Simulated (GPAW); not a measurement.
# Near-edge structure at the Ni K edge of MgNi3C (Pm-3m), part 2 of 3

Aim: the dependence of the Ni K near-edge features of MgNi3C (Pm-3m) on volume.

GPAW 26.7.0; X-ray absorption from dipole matrix elements to empty bands, plane-wave PAW LDA.

So far. Step 2 (Ground state of the crystal): The mesh shows no gap, so the system is treated as a metal and the core electron is put at the Fermi level (neutral cell).

**4. Spectrum with XCH, Ni atom 1**

The holes are 5.4 Å apart. In GPAW the data set carries the hole's charge, so charge=0 means a charged cell and charge=-1 a neutral one. The excited electron is kept in the cell, where it fills the lowest empty states and screens the hole. After the field has converged, empty bands are computed with the density fixed and the dipole matrix elements are summed.

The absorber has 2 C at 1.90 Å (linear, site symmetry 4/mmm).

The input, xas.py:

```python
import numpy as np
from ase import Atoms
from ase.parallel import parprint, paropen
from gpaw import GPAW, PW, FermiDirac, Mixer, MixerDif, setup_paths
from gpaw.test import gen
setup_paths.insert(0, '.')
gen('Ni', name='fch1s', xcname='LDA', corehole=(1, 0, 1), write_xml=True)
from gpaw.mpi import world
world.barrier()

atoms = Atoms('Ni6Mg2C2',
    cell=[[3.8089, 0, 3.8089],
     [0, 3.8089, 3.8089],
     [-3.8089, 0, 3.8089]],
    scaled_positions=[[0, 0.5, 0.5],
     [0.5, 0.5, 0],
     [0.5, 0, 0],
     [0, 0, 0.5],
     [0, 0.5, 0],
     [0.5, 0.5, 0.5],
     [0, 0, 0],
     [0.5, 0, 0.5],
     [0.25, 0.5, 0.75],
     [0.75, 0.5, 0.25]],
    magmoms=[2.0, 2.0, 2.0, 2.0, 2.0, 2.0, 0.0, 0.0, 0.0, 0.0],
    pbc=True)
atoms.calc = calc = GPAW(legacy_gpaw=True, mode=PW(430), xc='LDA', setups={0: 'fch1s'},
    kpts={'size': (4, 4, 4), 'gamma': True}, occupations=FermiDirac(0.1),
    charge=-1, mixer=MixerDif(0.05, 8, 50), maxiter=150,
    convergence={'density': 0.0001}, txt='scf.txt')
energy = atoms.get_potential_energy() + calc.get_reference_energy()
ef = calc.get_fermi_level()
out = dict(energy=energy, fermi=ef, forces=atoms.get_forces().tolist(), magmoms=atoms.get_magnetic_moments().tolist())
parprint(f'all-electron energy {energy:.4f} eV, Fermi level {ef:.4f} eV')
ev = np.array([[calc.get_eigenvalues(k, s) for k in range(len(calc.get_ibz_k_points()))] for s in range(calc.get_number_of_spins())])
out['homo'], out['lumo'], out['counts'] = ev[ev < ef].max(), ev[ev > ef].min(), sorted(set((ev < ef).sum((0, 2)).tolist()))
out['filled'] = (ev[:, 0] < ef).sum(1).tolist()

from ase.units import Ha
from gpaw.xas import dipole_matrix_elements
nb = int(calc.get_number_of_electrons() / 2) + 99
top, nb = nb, nb + 8 + nb // 12
nscf = calc.fixed_density(kpts={'size': (5, 5, 5), 'gamma': True}, nbands=nb,
    convergence={'bands': top, 'eigenstates': 1e-5}, maxiter=60, txt='nscf.txt')
cell = atoms.cell.array
ops = [cell.T @ U.T @ np.linalg.inv(cell.T) for U in nscf.wfs.kd.symmetry.op_scc]
E = np.arange(-6, 34, 0.1)
fwhm = np.interp(E, [4, 25], [1.44, 3.5])
Y, X, zero, highest = 0, 0, 1e9, 1e9
for spin in range(nscf.get_number_of_spins()):
    wfs = nscf.wfs
    A = dipole_matrix_elements(wfs.setups[0])
    eps = np.zeros((wfs.kd.nibzkpts, nb))
    d = np.zeros((3, A.shape[1], wfs.kd.nibzkpts, nb), complex)
    for kpt in wfs.kpt_u:
        if kpt.s == spin and 0 in kpt.P_ani:
            eps[kpt.k] = kpt.eps_n * Ha
            d[:, :, kpt.k] = (kpt.weight * wfs.nspins / 2) ** 0.5 * np.inner(A, kpt.P_ani[0])
    world.sum(eps)
    world.sum(d)
    T = np.einsum('amkn,bmkn->abkn', d, d.conj()).real
    T = sum(np.einsum('ai,ijkn,bj->abkn', R, T, R) for R in ops) / len(ops)
    empty = eps > ef
    zero, highest = min(zero, eps[empty].min()), min(highest, eps[:, top - 1].min())
    lines = [(eps, T, empty)] if spin == 0 else lines + [(eps, T, empty)]
for eps, T, empty in lines:
    f = np.einsum('aakn->akn', T).reshape(3, -1)
    x = eps.ravel() - zero
    w = np.interp(x, E, fwhm) / 2.35482
    g = np.exp(-0.5 * ((E[:, None] - x) / w) ** 2) / (w * (2 * np.pi) ** 0.5)
    Y = Y + (f * empty.ravel()) @ g.T
    X = X + (f * ~empty.ravel()) @ g.T
out.update(E=E.round(2).tolist(), xas=Y.tolist(), xes=X.tolist(), zero=zero, valid=highest - zero, nk=len(eps), nb=nb)
for i in range(0, len(E), 10):
    parprint(f'{E[i]:7.2f}', *(f'{v:10.3e}' for v in Y[:, i]))
import json
with paropen('out.json', 'w') as f:
    json.dump(out, f)
```

On the command line:

```bash
$ OMP_NUM_THREADS=1 mpirun -n 2 gpaw python xas.py
```

Numbers of over 12 decimals in the logs are rounded to 6 here.

What it wrote:

```text
Input parameters:
  charge: -1
  convergence: {density: 0.0001}
  kpts: {gamma: True,
         size: (4, 4, 4)}
  maxiter: 150
  mixer: {backend: pulay,
          beta: 0.05,
          method: difference,
          nmaxold: 8,
          weight: 50}
  mode: {ecut: 430.0,
         name: pw}
  occupations: {fixmagmom: False,
                name: fermi-dirac,
                width: 0.1}
  setups: {0: fch1s}

Initialize ...

[... PAW data sets ...]

Reference energy: -252339.252681  # eV

Spin-polarized calculation.
Initial magnetic moment: 12.000000

[... convergence settings ...]
Symmetries present (total): 8
  [... symmetry matrices ...]

64 k-points: 4 x 4 x 4 Monkhorst-Pack grid + [1/8,1/8,1/8]
18 k-points in the irreducible part of the Brillouin zone
       k-points in crystal coordinates                weights
   0:     0.00000000    0.00000000    0.00000000          1/64
   1:     0.25000000   -0.25000000   -0.25000000          2/64
   2:     0.25000000   -0.25000000    0.25000000          2/64
   3:     0.25000000    0.00000000   -0.25000000          4/64
   4:     0.25000000    0.00000000    0.00000000          4/64
   5:     0.25000000    0.25000000   -0.25000000          2/64
   6:     0.25000000    0.25000000    0.00000000          4/64
   7:     0.25000000    0.25000000    0.25000000          2/64
   8:     0.50000000    0.00000000    0.00000000          2/64
   9:     0.50000000    0.00000000    0.25000000          8/64
          ...
  17:     0.50000000    0.50000000    0.50000000          1/64

Wave functions: Plane wave expansion
  Cutoff energy: 430.000 eV
  Number of coefficients (min, max): 2221, 2252
  Pulay-stress correction: 0.000000 eV/Ang^3 (de/decut=0.000000)
  Using FFTW library
  Wavefunction extrapolation:
    Improved wavefunction reuse through dual PAW basis

Occupation numbers: Fermi-Dirac:
  width: 0.1000  # eV

Eigensolver
   Davidson(niter=2)

Densities:
  Coarse grid: 27*27*27 grid
  Fine grid: 54*54*54 grid
  Total Charge: 0.000000

Density mixing:
  Method: difference
  Backend: pulay
  Linear mixing parameter: 0.05
  old densities: 8
  Width of damping distribution: 1.1
  Damping of long wavelength oscillations: 50

[... Hamiltonian set-up ...]
Number of atoms: 10
Number of atomic orbitals: 96
Number of bands in calculation: 87
Number of valence electrons: 125
Bands to converge: occupied

... initialized

Initializing position-dependent things.

Density initialized from atomic densities
Creating initial wave functions:
  87 bands from LCAO basis set

         C   Ni   C

         Ni       Ni
            Mg

             Ni
       Ni       Ni

            Mg

Atomic positions and initial magnetic moments

Positions:
   0 Ni    -1.904450    1.904450    3.808900    ( 0.0000,  0.0000,  2.0000)
   1 Ni     1.904450    1.904450    3.808900    ( 0.0000,  0.0000,  2.0000)
   2 Ni     1.904450    0.000000    1.904450    ( 0.0000,  0.0000,  2.0000)
   3 Ni    -1.904450    0.000000    1.904450    ( 0.0000,  0.0000,  2.0000)
   4 Ni     0.000000    1.904450    1.904450    ( 0.0000,  0.0000,  2.0000)
   5 Ni     0.000000    1.904450    5.713350    ( 0.0000,  0.0000,  2.0000)
   6 Mg     0.000000    0.000000    0.000000    ( 0.0000,  0.0000,  0.0000)
   7 Mg     0.000000    0.000000    3.808900    ( 0.0000,  0.0000,  0.0000)
   8 C     -1.904450    1.904450    5.713350    ( 0.0000,  0.0000,  0.0000)
   9 C      1.904450    1.904450    5.713350    ( 0.0000,  0.0000,  0.0000)

Unit cell:
           periodic     x           y           z      points  spacing
  1. axis:    yes    3.808900    0.000000    3.808900    27     0.1629
  2. axis:    yes    0.000000    3.808900    3.808900    27     0.1411
  3. axis:    yes   -3.808900    0.000000    3.808900    27     0.1629

  Lengths:   5.386598   5.386598   5.386598
  Angles:   60.000000  90.000000  60.000000

Effective grid spacing dv^(1/3) = 0.1777

[...]
iter:  14  -120.570227c  -4.97  -3.58    -0.0119
iter:  15  -120.570169c  -6.11  -4.02c   -0.0125
iter:  16  -120.570136c  -7.04  -4.10c   -0.0127
iter:  17  -120.570096c  -6.91  -4.19c   -0.0128
iter:  18  -120.570112c  -8.00c -4.77c   -0.0129

Converged after 18 iterations.

Dipole moment: (0.000000, -0.000000, -0.000000) |e|*Ang

Total magnetic moment: (0.000000, 0.000000, -0.012889)
Local magnetic moments:
   0 Ni ( 0.000000,  0.000000, -0.008912)
   1 Ni ( 0.000000,  0.000000, -0.000300)
   2 Ni ( 0.000000,  0.000000, -0.000831)
   3 Ni ( 0.000000,  0.000000, -0.000831)
   4 Ni ( 0.000000,  0.000000, -0.000831)
   5 Ni ( 0.000000,  0.000000, -0.000831)
   6 Mg ( 0.000000,  0.000000,  0.000138)
   7 Mg ( 0.000000,  0.000000,  0.000138)
   8 C  ( 0.000000,  0.000000,  0.000116)
   9 C  ( 0.000000,  0.000000,  0.000116)

Energy contributions relative to reference atoms: (reference = -252339.252681)

Kinetic:       +100.113126
Potential:      -83.369566
External:        +0.000000
XC:            -137.059698
Entropy (-ST):   -0.201288
Local:           -0.153330
SIC:             +0.000000
--------------------------
Free energy:   -120.670757
Extrapolated:  -120.570112

Spin contamination: 0.006011 electrons
Showing only first 2 kpts
                      Up                     Down
 Kpt  Band  Eigenvalues  Occupancy  Eigenvalues  Occupancy
  0    60      6.79322    0.99960      6.79179    0.99961
  0    61      6.86088    0.99922      6.85987    0.99923
  0    62      6.86088    0.99922      6.85987    0.99923
  0    63      7.02952    0.99579      7.02844    0.99584

  1    60      6.91387    0.99867      6.90886    0.99874
  1    61      7.35760    0.89899      7.35551    0.90087
  1    62      7.68509    0.25183      7.67886    0.26375
  1    63      8.30057    0.00071      8.29803    0.00073

Fermi level: 7.57621

No gap
No difference between direct/indirect transitions

Forces in eV/Ang:
  0 Ni   -0.00000    0.00000    0.00000
  1 Ni    0.00000    0.00000   -0.00000
  2 Ni    0.00000    0.00000    0.00000
  3 Ni    0.00000    0.00000    0.00000
  4 Ni    0.00000    0.00000    0.00000
  5 Ni    0.00000    0.00000    0.00000
  6 Mg    0.00000    0.00000    0.00000
  7 Mg    0.00000   -0.00000   -0.00000
  8 C     0.00000   -0.00000    0.69327
  9 C     0.00000    0.00000   -0.69327
Scalar-relativistic atomic LDA calculation for Ni (Nickel, Z=28)
Core hole in 1s state (1s occupation: 1.0)
600 radial gridpoints.
|------------------------------------------------|
|------------------------------------------------|
[... the atom generator's iteration count ...]

Energy contributions:
-------------------------
Kinetic:    +1223.879998
XC:           -53.069850
Potential:  -2381.487479
-------------------------
Total:      -1210.677332

state      eigenvalue         ekin         rmax
-----------------------------------------------
1s^1.0 :  -313.251645   396.006150        0.035
2s^2.0 :   -38.906168    76.597504        0.200
2p^6.0 :   -34.441347    76.049442        0.159
3s^2.0 :    -4.869961    17.150216        0.620
3p^6.0 :    -3.433483    15.489639        0.618
3d^8.0 :    -0.952222    10.900287        0.583
4s^2.0 :    -0.570148     1.970813        1.987
4p^0.0 :    -0.336120     1.272665        2.418
-----------------------------------------------
(units: Bohr and Hartree)

Generating PAW setup
Kinetic energy of the core from tauc = 1048.795935
Cutoffs:
rc(s)=2.200
rc(p)=2.280
rc(d)=2.150
rc(vbar)=2.220
rc(comp)=2.180
rc(nct)=2.280

Kinetic energy of the core states: 1039.798244
Charge: 1.0
Core electrons: 11.0
Valence electrons: 16.0
Pseudo-core charge: 0.029719
Shape function alpha=2.104
Pseudo-electron charge 3.652668
state    eigenvalue         norm
--------------------------------
4s(2) :    -0.570148     1.118509
*s    :     0.429852
3p(6) :    -3.433483     0.035119
4p(0) :    -0.336120     1.018635
3d(8) :    -0.952222     0.146902
*d    :     0.047778
--------------------------------

Diagonalizing with gridspacing h=0.050

state   all-electron     PAW
-------------------------------
4s:      -0.570148    -0.570533
3p:      -3.433483    -3.434132
3d:      -0.952222    -0.952912
*f:                   -0.019534
-------------------------------
all-electron energy -252459.8228 eV, Fermi level 7.5762 eV
  -6.00  1.054e-29  1.054e-29  7.004e-30
  -5.00  2.797e-23  2.797e-23  2.126e-23
  -4.00  5.387e-18  5.387e-18  4.830e-18
  -3.00  7.730e-14  7.730e-14  8.419e-14
  -2.00  8.554e-11  8.554e-11  1.146e-10
  -1.00  7.756e-09  7.756e-09  1.249e-08
  -0.00  6.919e-08  6.919e-08  1.194e-07
[...]
31.00  2.356e-07  2.356e-07  3.657e-07
  32.00  2.411e-07  2.411e-07  3.592e-07
  33.00  2.458e-07  2.458e-07  3.238e-07
```

Wall time 6.5 min (2 MPI ranks of Arm Neoverse V2, shared host); peak memory 0.74 GiB.

The Ni K spectrum, Ni atom 1, excited-electron core hole (neutral cell) (energy from the lowest empty level; intensity scaled to a mean of 1 over the first 20 eV):

| E (eV) | intensity |
| --- | --- |
| -2.0 | 0.00 |
| -1.5 | 0.00 |
| -1.0 | 0.03 |
| -0.5 | 0.12 |
| 0.0 | 0.27 |
| 0.5 | 0.38 |
| 1.0 | 0.36 |
| 1.5 | 0.32 |
| 2.0 | 0.37 |
| 2.5 | 0.47 |
| 3.0 | 0.55 |
| 3.5 | 0.63 |
| 4.0 | 0.67 |
| 4.5 | 0.68 |
| 5.0 | 0.72 |
| 5.5 | 0.80 |
| 6.0 | 0.88 |
| 6.5 | 1.02 |
| 7.0 | 1.20 |
| 7.5 | 1.28 |
| 8.0 | 1.19 |
| 8.5 | 1.02 |
| 9.0 | 0.89 |
| 9.5 | 0.82 |
| 10.0 | 0.79 |
| 10.5 | 0.81 |
| 11.0 | 0.85 |
| 11.5 | 0.88 |
| 12.0 | 0.88 |
| 12.5 | 0.89 |
| 13.0 | 0.94 |
| 13.5 | 1.03 |
| 14.0 | 1.14 |
| 14.5 | 1.27 |
| 15.0 | 1.39 |
| 15.5 | 1.49 |
| 16.0 | 1.56 |
| 16.5 | 1.60 |
| 17.0 | 1.60 |
| 17.5 | 1.57 |
| 18.0 | 1.53 |
| 18.5 | 1.50 |
| 19.0 | 1.52 |
| 19.5 | 1.57 |
| 20.0 | 1.63 |
| 20.5 | 1.67 |
| 21.0 | 1.67 |
| 21.5 | 1.63 |
| 22.0 | 1.55 |
| 22.5 | 1.47 |
| 23.0 | 1.40 |
| 23.5 | 1.37 |
| 24.0 | 1.36 |
| 24.5 | 1.38 |
| 25.0 | 1.40 |
| 25.5 | 1.41 |
| 26.0 | 1.38 |
| 26.5 | 1.32 |
| 27.0 | 1.23 |
| 27.5 | 1.13 |
| 28.0 | 1.03 |
| 28.5 | 0.95 |
| 29.0 | 0.89 |
| 29.5 | 0.86 |
| 30.0 | 0.86 |
| 30.5 | 0.87 |
| 31.0 | 0.88 |
| 31.5 | 0.89 |
| 32.0 | 0.89 |

Main maxima below 30 eV (height): 0.7 eV (0.39), 7.5 eV (1.28), 16.7 eV (1.60), 20.8 eV (1.67) and 25.3 eV (1.41). A K edge sees empty p states, which here mix into the lowest empty bands, so that weight starts at the zero.

The total-energy difference is 8311.85 eV. The tabulated edge of the element is 8333 eV. The functional leaves an error in such absolute values: in the free atom LDA prices this hole 17.6 eV below PBE (computed apart), and PBE is itself good to a few eV.

**5. Supercell without a hole, the energy reference**

The cell and mesh change for the next run, so it gets a reference energy of its own.

The cell differs from the one that the last finished run ended in (a 5.387 → 5.220 Å, b 5.387 → 5.220 Å, c 5.387 → 5.220 Å).

The input, scf.py:

```python
import numpy as np
from ase import Atoms
from ase.parallel import parprint, paropen
from gpaw import GPAW, PW, FermiDirac, Mixer, MixerDif, setup_paths
from gpaw.test import gen
setup_paths.insert(0, '.')
gen('Ni', name='nch1s', xcname='LDA', corehole=(1, 0, 0), write_xml=True)
from gpaw.mpi import world
world.barrier()

atoms = Atoms('Ni6Mg2C2',
    cell=[[3.69102258, 0, 3.69102258],
     [0, 3.69102258, 3.69102258],
     [-3.69102258, 0, 3.69102258]],
    scaled_positions=[[0, 0.5, 0.5],
     [0.5, 0.5, 0],
     [0.5, 0, 0],
     [0, 0, 0.5],
     [0, 0.5, 0],
     [0.5, 0.5, 0.5],
     [0, 0, 0],
     [0.5, 0, 0.5],
     [0.25, 0.5, 0.75],
     [0.75, 0.5, 0.25]],
    magmoms=[2.0, 2.0, 2.0, 2.0, 2.0, 2.0, 0.0, 0.0, 0.0, 0.0],
    pbc=True)
atoms.calc = calc = GPAW(legacy_gpaw=True, mode=PW(430), xc='LDA', setups={0: 'nch1s'},
    kpts={'size': (5, 5, 5), 'gamma': True}, occupations=FermiDirac(0.1),
    charge=0, mixer=MixerDif(0.05, 8, 50), maxiter=150,
    convergence={'density': 0.0001}, txt='scf.txt')
energy = atoms.get_potential_energy() + calc.get_reference_energy()
ef = calc.get_fermi_level()
out = dict(energy=energy, fermi=ef, forces=atoms.get_forces().tolist(), magmoms=atoms.get_magnetic_moments().tolist())
parprint(f'all-electron energy {energy:.4f} eV, Fermi level {ef:.4f} eV')
ev = np.array([[calc.get_eigenvalues(k, s) for k in range(len(calc.get_ibz_k_points()))] for s in range(calc.get_number_of_spins())])
out['homo'], out['lumo'], out['counts'] = ev[ev < ef].max(), ev[ev > ef].min(), sorted(set((ev < ef).sum((0, 2)).tolist()))
out['filled'] = (ev[:, 0] < ef).sum(1).tolist()
import json
with paropen('out.json', 'w') as f:
    json.dump(out, f)
```

On the command line:

```bash
$ OMP_NUM_THREADS=1 mpirun -n 2 gpaw python scf.py
```

What it wrote:

```text
Input parameters:
  convergence: {density: 0.0001}
  kpts: {gamma: True,
         size: (5, 5, 5)}
  maxiter: 150
  mixer: {backend: pulay,
          beta: 0.05,
          method: difference,
          nmaxold: 8,
          weight: 50}
  mode: {ecut: 430.0,
         name: pw}
  occupations: {fixmagmom: False,
                name: fermi-dirac,
                width: 0.1}
  setups: {0: nch1s}

Initialize ...

[...]
*s    :     0.784720
3p(6) :    -2.618967     0.052480
4p(0) :    -0.049170     1.003908
3d(8) :    -0.335915     0.225674
*d    :     0.664085
--------------------------------

Diagonalizing with gridspacing h=0.050

state   all-electron     PAW
-------------------------------
4s:      -0.215280    -0.215531
3p:      -2.618967    -2.619713
3d:      -0.335915    -0.336667
*f:                    0.071842
-------------------------------
all-electron energy -260771.7440 eV, Fermi level 8.6721 eV
[key lines of the parts left out:]
Converged after 17 iterations.
Dipole moment: (-0.000000, -0.000000, -0.000000) |e|*Ang
Free energy:    -76.233101
Fermi level: 8.67211
```

Elapsed: 2.5 min, on 2 MPI ranks; peak memory 0.43 GiB.

Reference energy: -260771.744 eV with the cores included.

**6. Spectrum with XCH, Ni atom 1**

Shorter bonds are expected to push antibonding states and scattering resonances up, and longer ones down; the cell is scaled to test that.

Changed against the first core-hole run: volume scale from 1 to 0.91; the field's mesh follows (4×4×4 to 5×5×5).

xas.py: that of step 4 with these lines changed.

```diff
@@ -11,5 +11,5 @@
 atoms = Atoms('Ni6Mg2C2',
-    cell=[[3.8089, 0, 3.8089],
-     [0, 3.8089, 3.8089],
-     [-3.8089, 0, 3.8089]],
+    cell=[[3.69102258, 0, 3.69102258],
+     [0, 3.69102258, 3.69102258],
+     [-3.69102258, 0, 3.69102258]],
     scaled_positions=[[0, 0.5, 0.5],
@@ -27,3 +27,3 @@
 atoms.calc = calc = GPAW(legacy_gpaw=True, mode=PW(430), xc='LDA', setups={0: 'fch1s'},
-    kpts={'size': (4, 4, 4), 'gamma': True}, occupations=FermiDirac(0.1),
+    kpts={'size': (5, 5, 5), 'gamma': True}, occupations=FermiDirac(0.1),
     charge=-1, mixer=MixerDif(0.05, 8, 50), maxiter=150,
@@ -40,3 +40,3 @@
 from gpaw.xas import dipole_matrix_elements
-nb = int(calc.get_number_of_electrons() / 2) + 99
+nb = int(calc.get_number_of_electrons() / 2) + 93
 top, nb = nb, nb + 8 + nb // 12
```

On the command line:

```bash
$ OMP_NUM_THREADS=1 mpirun -n 2 gpaw python xas.py
```

What it wrote:

```text
Input parameters:
  charge: -1
  convergence: {density: 0.0001}
  kpts: {gamma: True,
         size: (5, 5, 5)}
  maxiter: 150
  mixer: {backend: pulay,
          beta: 0.05,
          method: difference,
          nmaxold: 8,
          weight: 50}
  mode: {ecut: 430.0,
         name: pw}
  occupations: {fixmagmom: False,
                name: fermi-dirac,
                width: 0.1}
  setups: {0: fch1s}

[...]
4s:      -0.570148    -0.570533
3p:      -3.433483    -3.434132
3d:      -0.952222    -0.952912
*f:                   -0.019534
-------------------------------
all-electron energy -252459.7452 eV, Fermi level 8.7891 eV
  -6.00  1.232e-29  1.232e-29  6.788e-30
  -5.00  3.217e-23  3.217e-23  2.030e-23
  -4.00  6.078e-18  6.078e-18  4.541e-18
  -3.00  8.586e-14  8.586e-14  7.873e-14
[...]
32.00  2.320e-07  2.320e-07  3.531e-07
  33.00  2.367e-07  2.367e-07  3.708e-07
[key lines of the parts left out:]
Converged after 18 iterations.
Dipole moment: (-0.000000, -0.000000, -0.000000) |e|*Ang
Free energy:   -120.568381
Fermi level: 8.78911
```

The job ended after 5.7 min (2 MPI ranks; peak memory 0.67 GiB; 11 min of CPU time).

| E (eV) | first run | this run |
| --- | --- | --- |
| -2.0 | 0.00 | 0.00 |
| -1.0 | 0.03 | 0.03 |
| 0.0 | 0.27 | 0.31 |
| 1.0 | 0.36 | 0.41 |
| 2.0 | 0.37 | 0.38 |
| 3.0 | 0.55 | 0.56 |
| 4.0 | 0.67 | 0.74 |
| 5.0 | 0.72 | 0.74 |
| 6.0 | 0.88 | 0.89 |
| 7.0 | 1.20 | 1.17 |
| 8.0 | 1.19 | 1.36 |
| 9.0 | 0.89 | 1.03 |
| 10.0 | 0.79 | 0.82 |
| 11.0 | 0.85 | 0.80 |
| 12.0 | 0.88 | 0.88 |
| 13.0 | 0.94 | 0.89 |
| 14.0 | 1.14 | 0.97 |
| 15.0 | 1.39 | 1.20 |
| 16.0 | 1.56 | 1.43 |
| 17.0 | 1.60 | 1.59 |
| 18.0 | 1.53 | 1.62 |
| 19.0 | 1.52 | 1.56 |
| 20.0 | 1.63 | 1.52 |
| 21.0 | 1.67 | 1.60 |
| 22.0 | 1.55 | 1.69 |
| 23.0 | 1.40 | 1.63 |
| 24.0 | 1.36 | 1.48 |
| 25.0 | 1.40 | 1.41 |
| 26.0 | 1.38 | 1.46 |
| 27.0 | 1.23 | 1.51 |
| 28.0 | 1.03 | 1.43 |
| 29.0 | 0.89 | 1.24 |
| 30.0 | 0.86 | 1.04 |
| 31.0 | 0.88 | 0.92 |
| 32.0 | 0.89 | 0.91 |

The scaled spectrum changes by 12 % r.m.s. The highest intensity below 24 eV goes from 20.8 eV (1.67) to 22.2 eV (1.69).

The photon energy of the zero moves by +0.15 eV.

(Part 2 of 3 ends here.)

[Banner, clock and machine lines of the logs are left out without a mark of their own.]

[Logs are printed without paths, hosts, clocks, repeated set-up lines and the standing remarks that a program may print on its own settings, such as how far it seeks lower states.]

[Hosts, paths, dates, database ids (printed as entryN), source tags and the programs' standing remarks are cut or masked in the printed files.]

[Lists of maxima count a maximum above −3 eV only where it reaches 4 % of the highest in the window and stands out from its surroundings by 2 % of it (1.5 % where it reaches 55 %); shoulders and weaker maxima are passed over, and of the rest the first, up to two pre-edge ones and the few strongest are named.]
